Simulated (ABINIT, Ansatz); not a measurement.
## How the form of the self-energy moves the gap of CdBr2 (P6_3mc)

How much does the gap of CdBr2 (P6_3mc) depend on the approximation to the self-energy?

Main program and level: ABINIT 10.8.3; LDA and many-body steps on it, plane waves.

This is a report of a sequence of runs, with most program output left out.

The database entry behind the starting cell has ideal inner coordinates that were not refined, so it need not match the best structure at ambient conditions.

## (1) Set-up

It takes space group P6_3mc (No. 186, hexagonal). Conventional cell: a = 3.985 Å, b = 3.985 Å, c = 12.561 Å, α = 90.00°, β = 90.00°, γ = 120.00°. Nearest to Cd lie 6 Br at 2.79 Å. Nearest to Br lie 3 Cd at 2.79 Å. Br has 3 Cd at 2.79 Å nearest. Farther neighbours and most contacts between anions are not listed.

Structure file:

```cif
data_structure
_symmetry_space_group_name_H-M 'P 1'
_symmetry_Int_Tables_number 1
_cell_length_a 3.9850
_cell_length_b 3.9850
_cell_length_c 12.5610
_cell_angle_alpha 90.000
_cell_angle_beta 90.000
_cell_angle_gamma 120.000
_cell_volume 172.75
loop_
_atom_site_label
_atom_site_type_symbol
_atom_site_fract_x
_atom_site_fract_y
_atom_site_fract_z
_atom_site_occupancy
Cd1 Cd 0.33333 0.66667 0.37500 1
Cd2 Cd 0.66667 0.33333 0.87500 1
Br3 Br 0.33333 0.66667 0.00000 1
Br4 Br 0.66667 0.33333 0.50000 1
Br5 Br 0.00000 0.00000 0.25000 1
Br6 Br 0.00000 0.00000 0.75000 1
```

The cell and positions come from the Crystallography Open Database and are kept as given unless a step says otherwise.

## (2) Empty states on the mesh, 3×3×1 mesh, 380 bands

This step: ABINIT 10.8.3; DFT, LDA, plane waves, norm-conserving pseudopotentials.

The sums over transitions need many empty states on a uniform mesh; this step solves for them.

run.abi

```
acell 3*1.0 Angstrom
rprim 
  3.985000000011 -0.000000000003 0.000000000000
  -1.992500000003 3.451111234092 0.000000000000
  0.000000000000 0.000000000000 12.561000000000
ntypat 2
znucl 48 35
natom 6
typat 1 1 2 2 2 2
xred 
  0.333333333333 0.666666666667 0.375000000000
  0.666666666667 0.333333333333 0.875000000000
  0.333333333333 0.666666666667 0.000000000000
  0.666666666667 0.333333333333 0.500000000000
  0.000000000000 0.000000000000 0.250000000000
  0.000000000000 0.000000000000 0.750000000000
pp_dirpath "pseudos"
pseudos "Cd.upf, Br.upf"
ecut 47
ngkpt 3 3 1
nshiftk 1
shiftk 0 0 0
kptopt 1
chksymbreak 0
iscf -2
irdden 1
istwfk *1
nband 380
nbdbuf 34
tolwfr 1e-09
nstep 60
prtvol 0
indata_prefix "in"
outdata_prefix "out"
tmpdata_prefix "tmp"
```

Run with:

```
$ OMP_NUM_THREADS=2 mpirun -n 3 abinit run.abi > log
```

It took 5.9 min on 3 MPI ranks of Arm Neoverse V2, shared host; peak memory 0.71 GiB.

Numbers from this step:

| Property | Result |
| --- | --- |
| gap | 2.527 eV |
| k of the valence top | 0, 0, 0 |
| k of the conduction bottom | 0, 0, 0 |
| least direct gap | 2.527 eV |
| k points computed | 3 |
| lowest point of the top converged band, above the valence top | 80.8064 eV |

On this mesh the gap is 2.527 eV.

The density comes from a self-consistent run that is not shown.

## (3) Screening, 3×3×1 mesh, 161 bands, screening to 141.5 eV

The RPA dielectric matrix is built and inverted for each q.

This step: RPA screening on LDA, plane waves, norm-conserving pseudopotentials.

Changes to run.abi since step 2:

```diff
@@ -24,10 +24,11 @@
 chksymbreak 0
-iscf -2
-irdden 1
 istwfk *1
-nband 380
-nbdbuf 34
-tolwfr 1e-09
-nstep 60
-prtvol 0
+occopt 1
+irdwfk 1
+optdriver 3
+nband 161
+ecuteps 5.2
+inclvkb 2
+awtr 1
+symchi 1
 indata_prefix "in"
```

Run with:

```
$ OMP_NUM_THREADS=1 mpirun -n 8 abinit run.abi > log
```

Run time: 39 s. Hardware: 8 MPI ranks; peak memory 3.3 GiB; 5.2 min of CPU time.

Numbers from this step:

```yaml
eps_infinity_with_local_fields_on_this_mesh_along_the_program_s_q_direction: 5.362
the_same_without_local_fields: 6.098
plasma_frequency: 23.30 eV
plane_waves_in_the_screening_matrix: 649
```

Local fields lower ε∞ by 12 %. On a Γ-centred mesh this coarse the value itself is usually too large, while a short band sum pulls it down.

## (4) G0W0, Godby-Needs plasmon pole

The self-energy is evaluated for the states that the input lists, and the levels follow from it, in one-shot runs by the linearised quasiparticle equation.

This step: G0W0 on LDA, plane waves, norm-conserving pseudopotentials.

Changes to run.abi since step 3:

```diff
@@ -27,8 +27,15 @@
 irdwfk 1
-optdriver 3
+optdriver 4
 nband 161
+gwcalctyp 0
+ecutsigx 47
+symsigma 1
+nkptgw 1
+kptgw 
+  0.0000000000 0.0000000000 0.0000000000
+bdgw 
+  33 36
 ecuteps 5.2
-inclvkb 2
-awtr 1
-symchi 1
+irdscr 1
+ppmodel 1
 indata_prefix "in"
```

It took 8.5 s on 8 MPI ranks; peak memory 2.1 GiB.

Numbers from this step:

```yaml
g0w0_gap_on_the_points_computed: 4.294 eV
starting_gap_on_the_mesh: 2.527 eV
k_of_the_valence_top: 0, 0, 0
k_of_the_conduction_bottom: 0, 0, 0
z_at_the_valence_top: 0.794
z_at_the_conduction_bottom: 0.824
least_direct_g0w0_gap_on_the_computed_points: 4.294 eV
```

The gap on the mesh goes from 2.53 eV to 4.29 eV, a correction of +1.77 eV.

## (5) G0W0, Engel-Farid plasmon pole

Changes to run.abi since step 4:

```diff
@@ -39,3 +39,3 @@
 irdscr 1
-ppmodel 1
+ppmodel 4
 indata_prefix "in"
```

Wall time 9.6 s (8 MPI ranks); peak memory 2 GiB.

This step gave:

| Property | Result |
| --- | --- |
| G0W0 gap on the points computed | 4.267 eV |
| starting gap on the mesh | 2.527 eV |
| k of the valence top | 0, 0, 0 |
| k of the conduction bottom | 0, 0, 0 |
| Z at the valence top | 0.797 |
| Z at the conduction bottom | 0.83 |
| least direct G0W0 gap on the computed points | 4.267 eV |

Against G0W0 in ABINIT (3×3×1 mesh, 161 bands, screening to 141.5 eV, Godby-Needs plasmon pole), the gap moves by −0.027 eV.

## (6) G0W0, von der Linden-Horsch plasmon pole

Changes to run.abi since step 5:

```diff
@@ -39,3 +39,3 @@
 irdscr 1
-ppmodel 4
+ppmodel 3
 indata_prefix "in"
```

Wall time 9.4 s (8 MPI ranks); peak memory 2 GiB.

This step gave:

| Quantity | Value |
| --- | --- |
| G0W0 gap on the points computed | 4.345 eV |
| starting gap on the mesh | 2.527 eV |
| k of the valence top | 0, 0, 0 |
| k of the conduction bottom | 0, 0, 0 |
| least direct G0W0 gap on the computed points | 4.345 eV |

Against G0W0 in ABINIT (3×3×1 mesh, 161 bands, screening to 141.5 eV, Godby-Needs plasmon pole), the gap moves by +0.051 eV.

## (7) One-shot Hartree-Fock

This step: one-shot Hartree-Fock on LDA, plane waves, norm-conserving pseudopotentials.

Changes to run.abi since step 6:

```diff
@@ -28,4 +28,4 @@
 optdriver 4
-nband 161
-gwcalctyp 0
+nband 38
+gwcalctyp 5
 ecutsigx 47
@@ -37,5 +37,4 @@
   33 36
-ecuteps 5.2
-irdscr 1
-ppmodel 3
+ixc_sigma 40
+fftgw 31
 indata_prefix "in"
```

Wall time 4.2 s (8 MPI ranks); peak memory 0.45 GiB; 33 s of CPU time.

This step gave:

```yaml
quasiparticle_gap_on_the_points_computed: 10.65 eV
starting_gap_on_the_mesh: 2.527 eV
k_of_the_valence_top: 0, 0, 0
k_of_the_conduction_bottom: 0, 0, 0
least_direct_quasiparticle_gap_on_the_computed_points: 10.65 eV
```

Against G0W0 in ABINIT (3×3×1 mesh, 161 bands, screening to 141.5 eV, Godby-Needs plasmon pole), the gap moves by +6.353 eV.

## (8) Screening, 3×3×1 mesh, 161 bands, screening to 141.5 eV

This step: RPA screening on LDA, plane waves, norm-conserving pseudopotentials.

Changes to run.abi since step 7:

```diff
@@ -27,14 +27,14 @@
 irdwfk 1
-optdriver 4
-nband 38
-gwcalctyp 5
-ecutsigx 47
-symsigma 1
-nkptgw 1
-kptgw 
-  0.0000000000 0.0000000000 0.0000000000
-bdgw 
-  33 36
-ixc_sigma 40
-fftgw 31
+optdriver 3
+nband 161
+ecuteps 5.2
+inclvkb 2
+awtr 1
+symchi 1
+gwcalctyp 2
+nfreqre 16
+freqremax 40 eV
+nfreqim 8
+spmeth 1
+nomegasf 120
 indata_prefix "in"
```

It took 63 s on 8 MPI ranks; peak memory 9 GiB.

Numbers from this step:

```
ε∞ with local fields, on this mesh, along the program's q direction : 5.466
the same without local fields                                       : 6.218
plasma frequency                                                    : 23.30 eV
plane waves in the screening matrix                                 : 649
```

## (9) G0W0, contour deformation

This step: G0W0 on LDA, plane waves, norm-conserving pseudopotentials.

Changes to run.abi since step 8:

```diff
@@ -27,14 +27,15 @@
 irdwfk 1
-optdriver 3
+optdriver 4
 nband 161
+gwcalctyp 2
+ecutsigx 47
+symsigma 1
+nkptgw 1
+kptgw 
+  0.0000000000 0.0000000000 0.0000000000
+bdgw 
+  33 36
 ecuteps 5.2
-inclvkb 2
-awtr 1
-symchi 1
-gwcalctyp 2
-nfreqre 16
-freqremax 40 eV
-nfreqim 8
-spmeth 1
-nomegasf 120
+irdscr 1
+gwmem 01
 indata_prefix "in"
```

The job ended after 7.3 s (8 MPI ranks; peak memory 2.7 GiB).

This step gave:

* G0W0 gap on the points computed: 4.212 eV
* starting gap on the mesh: 2.527 eV
* k of the valence top: 0, 0, 0
* k of the conduction bottom: 0, 0, 0
* least direct G0W0 gap on the computed points: 4.212 eV

Against G0W0 in ABINIT (3×3×1 mesh, 161 bands, screening to 141.5 eV, Godby-Needs plasmon pole), the gap moves by −0.082 eV.

## (10) The runs together

Times are wall times on 8 MPI ranks of Arm Neoverse V2, shared host, good to a factor of about two. A run's time includes the screening step that it read.

| run | mesh | bands | screening cutoff (eV) | DFT gap (eV) | gap on the mesh (eV) | direct (eV) | ε∞ used | time |
| --- | --- | --- | --- | --- | --- | --- | --- | --- |
| G0W0, Godby-Needs plasmon pole | 3×3×1 | 161 | 141.5 | 2.527 | 4.294 | 4.294 | 5.36 | 48 s |
| G0W0, Engel-Farid plasmon pole | 3×3×1 | 161 | 141.5 | 2.527 | 4.267 | 4.267 | 5.36 | 49 s |
| G0W0, von der Linden-Horsch plasmon pole | 3×3×1 | 161 | 141.5 | 2.527 | 4.345 | 4.345 | 5.36 | 49 s |
| one-shot Hartree-Fock | 3×3×1 | - | - | 2.527 | 10.647 | 10.647 | - | 4.2 s |
| G0W0, contour deformation | 3×3×1 | 161 | 141.5 | 2.527 | 4.212 | 4.212 | 5.47 | 70 s |

## (11) What came out

| Property | Result |
| --- | --- |
| G0W0, Godby-Needs plasmon pole | 4.294 eV |
| G0W0, Engel-Farid plasmon pole | 4.267 eV |
| G0W0, von der Linden-Horsch plasmon pole | 4.345 eV |
| one-shot Hartree-Fock | 10.647 eV |
| G0W0, contour deformation | 4.212 eV |
| known limits | not at the basis limit; no spin-orbit coupling; coarse k mesh |

What this shows: G0W0, Engel-Farid plasmon pole: −0.027 eV against G0W0, Godby-Needs plasmon pole. G0W0, von der Linden-Horsch plasmon pole: +0.051 eV against G0W0, Godby-Needs plasmon pole. One-shot Hartree-Fock: +6.353 eV against G0W0, Godby-Needs plasmon pole. G0W0, contour deformation: −0.082 eV against G0W0, Godby-Needs plasmon pole. Bare exchange alone opens the gap to 10.65 eV; against G0W0, correlation takes back 6.35 eV. Bands and cutoff are finite, so the gap is not at the basis limit. The miss can reach some tenths of an eV and take either sign; the mesh is an error of its own. In the G0W0 runs levels were corrected at 1 k point alone, so a gap called «on the mesh» is the least over those, and an edge elsewhere would be missed. The 3×3×1 mesh is coarse for this cell, which bears on the long-range parts of exchange and screening. The many-body steps are scalar-relativistic: spin-orbit coupling is not in them.

[Paths, hosts, dates, memory and timing lines, banners, echoed tables and standing remarks are left out of the program output.]

[Logs are printed without paths, hosts, clocks, repeated set-up lines and the standing remarks that a program may print on its own settings, such as how far it seeks lower states.]

[Runs of the session that timed out or met a known fault of the program may be left out.]

[Hosts, paths, dates, database ids (printed as entryN), source tags and the programs' standing remarks are cut or masked in the printed files.]

[G0W0 gaps are taken among the corrected bands and points alone; a level outside them can change the order at an edge.]

[Where Ansatz stands beside ABINIT at settings called matched, ABINIT's density can come from a denser mesh and the files from another edition; pairs whose starting gaps differed by over 0.03 eV were left out, so agreement reads better than it is.]
